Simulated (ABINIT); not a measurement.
# CaO (Lime): making up for missing bands

Aim: few bands, with and without a completion of the sum over empty states, for CaO (Lime).

Method: PBE and many-body steps on it, plane waves, in ABINIT 10.8.3.

## (1) The system as given

It takes space group Fm-3m (No. 225, cubic). Conventional cell: a = 4.813 Å, b = 4.813 Å, c = 4.813 Å, α = 90.00°, β = 90.00°, γ = 90.00°. Nearest to Ca lie 6 O at 2.41 Å. Nearest to O lie 6 Ca at 2.41 Å. Farther neighbours, and contacts between anions beyond the nearest, are not listed.

The cell and positions come from the Crystallography Open Database and are kept as given unless a step says otherwise.

## (2) Empty states on the mesh, 6×6×6 mesh, 251 bands

This step: ABINIT 10.8.3; DFT, PBE, plane waves, norm-conserving pseudopotentials.

The sums over transitions need many empty states on a uniform mesh; this step solves for them.

The input, run.abi:

```
acell 3*1.0 Angstrom
rprim 
  -0.000000000000 2.406500000000 2.406500000000
  2.406500000000 -0.000000000000 2.406500000000
  2.406500000000 2.406500000000 -0.000000000000
ntypat 2
znucl 20 8
natom 2
typat 1 2
xred 
  0.000000000000 0.000000000000 0.000000000000
  0.500000000000 0.500000000000 0.500000000000
pp_dirpath "pseudos"
pseudos "Ca.upf, O.upf"
ecut 36
ngkpt 6 6 6
nshiftk 1
shiftk 0 0 0
kptopt 1
chksymbreak 0
irdden 1
istwfk *1
nband 251
prtvol 0
optdriver 6
gwr_task "HDIAGO"
paral_kgb 0
occopt 1
indata_prefix "in"
outdata_prefix "out"
tmpdata_prefix "tmp"
```

On the command line:

```bash
$ OMP_NUM_THREADS=1 mpirun -n 4 abinit run.abi > log
```

What it wrote:

```text
.Version 10.8.3 of ABINIT. v10.8.2 released Aug 2026.

 Symmetries : space group Fm -3 m (#225); Bravais cF (face-center cubic)
[... echo of the input left out ...]
== DATASET  1 ==================================================================
-   mpi_nproc: 4, omp_nthreads: 1 (-1 if OMP is not activated)

--- !DatasetInfo
iteration_state: {dtset: 1, }
dimensions: {natom: 2, nkpt: 16, mband: 251, nsppol: 1, nspinor: 1, nspden: 1, mpw: 1964, }
cutoff_energies: {ecut:  36.0, pawecutdg:  -1.0, }
[...]
Indirect band gap semiconductor
 Fundamental gap:     3.662 (eV)
   VBM:     5.064 (eV) at k: [ 0.0000E+00,  0.0000E+00,  0.0000E+00]
   CBM:     8.727 (eV) at k: [ 5.0000E-01,  5.0000E-01,  0.0000E+00]
 Direct gap:         4.037 (eV) at k: [ 5.0000E-01,  5.0000E-01,  0.0000E+00]

== END DATASET(S) ==============================================================
================================================================================

 -outvars: echo values of variables after computation  --------
           etotal      0.0000000000E+00
            nband         251
             nkpt          16
          spgroup         225
 [... the other variables as echoed above ...]

 Calculation completed.
```

It took 30 s on 4 MPI ranks of Arm Neoverse V1, shared host; peak memory 1.1 GiB.

Numbers from this step:

```yaml
gap: 3.662 eV
k_of_the_valence_top: 0, 0, 0
k_of_the_conduction_bottom: 0.5, 0.5, 0
least_direct_gap: 4.037 eV
k_points_computed: 16
lowest_point_of_the_top_converged_band_above_the_valence_top: 222.7660 eV
```

On this mesh the gap is 3.662 eV.

The density comes from a self-consistent run that is not shown.

## (3) Screening, 6×6×6 mesh, 243 bands, screening to 304.8 eV

The RPA dielectric matrix is built and inverted for each q.

This step: RPA screening on PBE, plane waves, norm-conserving pseudopotentials.

run.abi: that of step 2 with these lines changed.

```diff
@@ -20,10 +20,11 @@
 chksymbreak 0
-irdden 1
 istwfk *1
-nband 251
-prtvol 0
-optdriver 6
-gwr_task "HDIAGO"
-paral_kgb 0
 occopt 1
+irdwfk 1
+optdriver 3
+nband 243
+ecuteps 11.2
+inclvkb 2
+awtr 1
+symchi 1
 indata_prefix "in"
```

What it wrote:

```text
.Version 10.8.3 of ABINIT. v10.8.2 released Aug 2026.

 Symmetries : space group Fm -3 m (#225); Bravais cF (face-center cubic)
[... echo of the input left out ...]
== DATASET  1 ==================================================================
-   mpi_nproc: 4, omp_nthreads: 1 (-1 if OMP is not activated)

--- !DatasetInfo
iteration_state: {dtset: 1, }
dimensions: {natom: 2, nkpt: 16, mband: 243, nsppol: 1, nspinor: 1, nspden: 1, mpw: 1964, }
cutoff_energies: {ecut:  36.0, pawecutdg:  -1.0, }
electrons: {nelect:   1.60000000E+01, charge:   0.00000000E+00, occopt:   1.00000000E+00, tsmear:   1.00000000E-02, }

 SCREENING: Calculation of the susceptibility and dielectric matrices

 Based on a program developped by R.W. Godby, V. Olevano, G. Onida, and L. Reining.
 Incorporated in ABINIT by V. Olevano, G.-M. Rignanese, and M. Torrent.
.Using double precision arithmetic ; gwpc =  8

[... cell and pseudopotentials left out ...]
--------------------------------------------------------------------------------

 ==== K-mesh for the wavefunctions ====
 Number of points in the irreducible wedge :    16
[... list of points left out ...]
 Together with 48 symmetry operations and time-reversal symmetry
 yields   216 points in the full Brillouin Zone.

 ==== Q-mesh for the screening function ====
 Number of points in the irreducible wedge :    16
[... list of points left out ...]
 Together with 48 symmetry operations and time-reversal symmetry
 yields   216 points in the full Brillouin Zone.

 setmesh: FFT mesh size selected  =    27x   27x   27
          total number of points  =        19683

 vcoul_init : cutoff-mode = AUXILIARY_FUNCTION
 q-points for optical limit:   1
     1)      0.000010    0.000020    0.000030

- screening: taking advantage of time-reversal symmetry
- Maximum band index for partially occupied states nbvw = 8
- Remaining bands to be divided among processors   nbcw = 235
- Number of bands treated by each node ~58

 Number of electrons calculated from density =   16.0000; Expected =   16.0000
 average of density, n =  0.085062
 r_s =    1.4106
 omega_plasma =   28.1335 [eV]

 calculating chi0 at frequencies [eV] :
  1    0.000000E+00    0.000000E+00
  2    0.000000E+00    2.813348E+01

--------------------------------------------------------------------------------
  q-point number  1        q = ( 0.000000, 0.000000, 0.000000) [r.l.u.]
--------------------------------------------------------------------------------
[... chi0 elements left out ...]
 For q-point:  0.000010 0.000020 0.000030
  dielectric constant =   3.5646
  dielectric constant without local fields =   3.9237

  Average fulfillment of the sum rule on Im[epsilon] for q-point    1 :     86.88  [%]
[... wings left out ...]
  q-point number  2        q = ( 0.166667, 0.000000, 0.000000) [r.l.u.]
--------------------------------------------------------------------------------
[... chi0 elements left out ...]
  Average fulfillment of the sum rule on Im[epsilon] for q-point    2 :     89.79  [%]

 [... 14 further q-points ...]
```

Run time: 6.3 min. Hardware: 4 MPI ranks; peak memory 1.9 GiB; 25 min of CPU time.

Read from the output:

```yaml
eps_infinity_with_local_fields_on_this_mesh: 3.565
eps_infinity_without_local_fields_on_this_mesh: 3.924
plasma_frequency: 28.13 eV
plane_waves_in_the_screening_matrix: 331
```

Local fields lower ε∞ by 9 %.

## (4) 243 bands

The self-energy is evaluated for the states that the input lists, and the quasiparticle equation is solved.

This step: G0W0 on PBE, plane waves, norm-conserving pseudopotentials.

run.abi: that of step 3 with these lines changed.

```diff
@@ -23,8 +23,17 @@
 irdwfk 1
-optdriver 3
+optdriver 4
 nband 243
+gwcalctyp 0
+ecutsigx 36
+symsigma 1
+nkptgw 2
+kptgw 
+  0.0000000000 0.0000000000 0.0000000000
+  0.5000000000 0.5000000000 0.0000000000
+bdgw 
+  6 12
+  7 10
 ecuteps 11.2
-inclvkb 2
-awtr 1
-symchi 1
+irdscr 1
+ppmodel 1
 indata_prefix "in"
```

What it wrote:

```text
.Version 10.8.3 of ABINIT. v10.8.2 released Aug 2026.

 Symmetries : space group Fm -3 m (#225); Bravais cF (face-center cubic)
[... echo of the input left out ...]
== DATASET  1 ==================================================================
-   mpi_nproc: 4, omp_nthreads: 1 (-1 if OMP is not activated)

--- !DatasetInfo
iteration_state: {dtset: 1, }
dimensions: {natom: 2, nkpt: 16, mband: 243, nsppol: 1, nspinor: 1, nspden: 1, mpw: 1964, }
cutoff_energies: {ecut:  36.0, pawecutdg:  -1.0, }
electrons: {nelect:   1.60000000E+01, charge:   0.00000000E+00, occopt:   1.00000000E+00, tsmear:   1.00000000E-02, }

 SIGMA: Calculation of the GW corrections

 Based on a program developped by R.W. Godby, V. Olevano, G. Onida, and L. Reining.
 Incorporated in ABINIT by V. Olevano, G.-M. Rignanese, and M. Torrent.
.Using double precision arithmetic ; gwpc =  8

[... cell and pseudopotentials left out ...]
--------------------------------------------------------------------------------

 ==== K-mesh for the wavefunctions ====
 Number of points in the irreducible wedge :    16
[... list of points left out ...]
 Together with 48 symmetry operations and time-reversal symmetry
 yields   216 points in the full Brillouin Zone.

 ==== Q-mesh for screening function ====
 Number of points in the irreducible wedge :    16
[... list of points left out ...]
 Together with 48 symmetry operations and time-reversal symmetry
 yields   216 points in the full Brillouin Zone.

 vcoul_init : cutoff-mode = AUXILIARY_FUNCTION
 q-points for optical limit:   1
     1)      0.000010    0.000020    0.000030
 setmesh: FFT mesh size selected  =    36x   36x   36
          total number of points  =        46656

 Number of electrons calculated from density =   16.0000; Expected =   16.0000
 average of density, n =  0.085062
 r_s =    1.4106
 omega_plasma =   28.1335 [eV]

 === KS Band Gaps ===
  >>>> For spin  1
   Minimum direct gap =   4.0368 [eV], located at k-point      :   0.5000  0.5000  0.0000
   Fundamental gap    =   3.6624 [eV], Top of valence bands at :   0.0000  0.0000  0.0000
                                       Bottom of conduction at :   0.5000  0.5000  0.0000
 SIGMA fundamental parameters:
 PLASMON POLE MODEL  1
 number of plane-waves for SigmaX                 1917
 number of plane-waves for SigmaC and W            331
 number of plane-waves for wavefunctions          1917
 number of bands                                   243
 number of independent spin polarizations            1
 number of spinorial components                      1
 number of k-points in IBZ                          16
 number of q-points in IBZ                          16
 number of symmetry operations                      48
 number of k-points in BZ                          216
 number of q-points in BZ                          216
 number of frequencies for dSigma/dE                 9
 frequency step for dSigma/dE [eV]                0.25
 number of omega for Sigma on real axis              0
 max omega for Sigma on real axis  [eV]           0.00
 zcut for avoiding poles [eV]                     0.10

 EPSILON^-1 parameters (SCR file):
 dimension of the eps^-1 matrix on file            331
 dimension of the eps^-1 matrix used               331
 number of plane-waves for wavefunctions          1917
 number of bands                                   243
 number of q-points in IBZ                          16
 number of frequencies                               2
 number of real frequencies                          1
 number of imag frequencies                          1

 matrix elements of self-energy operator (all in [eV])

 Perturbative Calculation

--- !SelfEnergy_ee
iteration_state: {dtset: 1, }
kpoint     : [   0.000,    0.000,    0.000, ]
spin       : 1
KS_gap     :    4.714
QP_gap     :    6.290
Delta_QP_KS:    1.576
data: !SigmaeeData |
     Band     E0 <VxcDFT>   SigX SigC(E0)      Z dSigC/dE  Sig(E)    E-E0       E
        6   5.064 -19.387 -24.633   3.786   0.778  -0.285 -20.523  -1.136   3.928
        7   5.064 -19.387 -24.633   3.786   0.778  -0.285 -20.523  -1.136   3.928
        8   5.064 -19.387 -24.633   3.786   0.778  -0.285 -20.523  -1.136   3.928
        9   9.779 -10.893  -6.430  -3.941   0.843  -0.186 -10.453   0.440  10.219
       10  11.292 -13.900  -7.002  -4.868   0.841  -0.189 -12.193   1.707  12.999
       11  11.292 -13.900  -7.002  -4.868   0.841  -0.189 -12.193   1.707  12.999
       12  11.292 -13.900  -7.002  -4.868   0.841  -0.189 -12.193   1.707  12.999

--- !SelfEnergy_ee
iteration_state: {dtset: 1, }
kpoint     : [   0.500,    0.500,    0.000, ]
spin       : 1
KS_gap     :    4.037
QP_gap     :    6.360
Delta_QP_KS:    2.324
data: !SigmaeeData |
     Band     E0 <VxcDFT>   SigX SigC(E0)      Z dSigC/dE  Sig(E)    E-E0       E
        7   4.690 -18.916 -24.314   3.805   0.778  -0.286 -20.155  -1.240   3.450
        8   4.690 -18.916 -24.314   3.805   0.778  -0.286 -20.155  -1.240   3.450
        9   8.727 -11.430  -5.899  -4.255   0.850  -0.177 -10.346   1.084   9.811
       10  13.087 -16.112  -8.832  -5.007   0.832  -0.202 -14.221   1.891  14.978

== END DATASET(S) ==============================================================
================================================================================

 -outvars: echo values of variables after computation  --------
           etotal      0.0000000000E+00
            nband         243
             nkpt          16
          spgroup         225
 [... the other variables as echoed above ...]

 Calculation completed.
```

Elapsed: 76 s, on 4 MPI ranks; peak memory 2.1 GiB.

Numbers from this step:

- G0W0 gap on the mesh: 5.883 eV
- starting gap on the mesh: 3.662 eV
- k of the valence top: 0, 0, 0
- k of the conduction bottom: 0.5, 0.5, 0
- Z at the valence top: 0.778
- Z at the conduction bottom: 0.85
- least direct G0W0 gap on the computed points: 6.291 eV

The gap on the mesh goes from 3.66 eV to 5.88 eV, a correction of +2.22 eV.

## (5) Screening, 6×6×6 mesh, 29 bands, screening to 304.8 eV

This step: RPA screening on PBE, plane waves, norm-conserving pseudopotentials.

run.abi: that of step 4 with these lines changed.

```diff
@@ -23,17 +23,8 @@
 irdwfk 1
-optdriver 4
-nband 243
-gwcalctyp 0
-ecutsigx 36
-symsigma 1
-nkptgw 2
-kptgw 
-  0.0000000000 0.0000000000 0.0000000000
-  0.5000000000 0.5000000000 0.0000000000
-bdgw 
-  6 12
-  7 10
+optdriver 3
+nband 29
 ecuteps 11.2
-irdscr 1
-ppmodel 1
+inclvkb 2
+awtr 1
+symchi 1
 indata_prefix "in"
```

What it wrote:

```text
.Version 10.8.3 of ABINIT. v10.8.2 released Aug 2026.

 Symmetries : space group Fm -3 m (#225); Bravais cF (face-center cubic)
[... echo of the input left out ...]
== DATASET  1 ==================================================================
-   mpi_nproc: 4, omp_nthreads: 1 (-1 if OMP is not activated)

--- !DatasetInfo
iteration_state: {dtset: 1, }
dimensions: {natom: 2, nkpt: 16, mband: 29, nsppol: 1, nspinor: 1, nspden: 1, mpw: 1964, }
cutoff_energies: {ecut:  36.0, pawecutdg:  -1.0, }
electrons: {nelect:   1.60000000E+01, charge:   0.00000000E+00, occopt:   1.00000000E+00, tsmear:   1.00000000E-02, }

 SCREENING: Calculation of the susceptibility and dielectric matrices

 Based on a program developped by R.W. Godby, V. Olevano, G. Onida, and L. Reining.
 Incorporated in ABINIT by V. Olevano, G.-M. Rignanese, and M. Torrent.
.Using double precision arithmetic ; gwpc =  8

[... cell and pseudopotentials left out ...]
--------------------------------------------------------------------------------

 ==== K-mesh for the wavefunctions ====
 Number of points in the irreducible wedge :    16
[... list of points left out ...]
 Together with 48 symmetry operations and time-reversal symmetry
 yields   216 points in the full Brillouin Zone.

 ==== Q-mesh for the screening function ====
 Number of points in the irreducible wedge :    16
[... list of points left out ...]
 Together with 48 symmetry operations and time-reversal symmetry
 yields   216 points in the full Brillouin Zone.

 setmesh: FFT mesh size selected  =    27x   27x   27
          total number of points  =        19683

 vcoul_init : cutoff-mode = AUXILIARY_FUNCTION
 q-points for optical limit:   1
     1)      0.000010    0.000020    0.000030

- screening: taking advantage of time-reversal symmetry
- Maximum band index for partially occupied states nbvw = 8
- Remaining bands to be divided among processors   nbcw = 21
- Number of bands treated by each node ~5

 Number of electrons calculated from density =   16.0000; Expected =   16.0000
 average of density, n =  0.085062
 r_s =    1.4106
 omega_plasma =   28.1335 [eV]

 calculating chi0 at frequencies [eV] :
  1    0.000000E+00    0.000000E+00
  2    0.000000E+00    2.813348E+01

--------------------------------------------------------------------------------
  q-point number  1        q = ( 0.000000, 0.000000, 0.000000) [r.l.u.]
--------------------------------------------------------------------------------
[... chi0 elements left out ...]
 For q-point:  0.000010 0.000020 0.000030
  dielectric constant =   3.5417
  dielectric constant without local fields =   3.8930

  Average fulfillment of the sum rule on Im[epsilon] for q-point    1 :     34.40  [%]
[... wings left out ...]
  q-point number  2        q = ( 0.166667, 0.000000, 0.000000) [r.l.u.]
--------------------------------------------------------------------------------
[... chi0 elements left out ...]
  Average fulfillment of the sum rule on Im[epsilon] for q-point    2 :     63.38  [%]

 [... 14 further q-points ...]
```

It took 39 s on 4 MPI ranks; peak memory 0.65 GiB.

Numbers from this step:

```yaml
eps_infinity_with_local_fields_on_this_mesh: 3.542
eps_infinity_without_local_fields_on_this_mesh: 3.893
plasma_frequency: 28.13 eV
plane_waves_in_the_screening_matrix: 331
```

(Continued in part 2 of 2.)

[Long decimals in the printed logs are rounded to 6 places.]

[Logs are printed without paths, hosts, clocks, repeated set-up lines and the standing remarks that a program may print on its own settings, such as how far it seeks lower states.]

[Paths, hosts, dates, memory and timing lines, banners, echoed tables and standing remarks are left out of the program output; an Ansatz launch command may be rebuilt from the run's recorded settings. Measured values are a selection of at most five: reports struck by readers or far from the other reports are left out. None is set beside runs whose start may be inverted or whose files or cutoffs have a known fault.]

[Runs of the session that timed out or met a known fault of the program may be left out.]

[Hosts, paths, dates, database ids (printed as entryN), source tags and the programs' standing remarks are cut or masked in the printed files.]

[G0W0 gaps are taken among the corrected bands and points alone; a level outside them can change the order at an edge.]

[Where Ansatz stands beside ABINIT at settings called matched, ABINIT's density can come from a denser mesh and the files from another edition; pairs whose starting gaps differed by over 0.03 eV were left out, so agreement reads better than it is.]
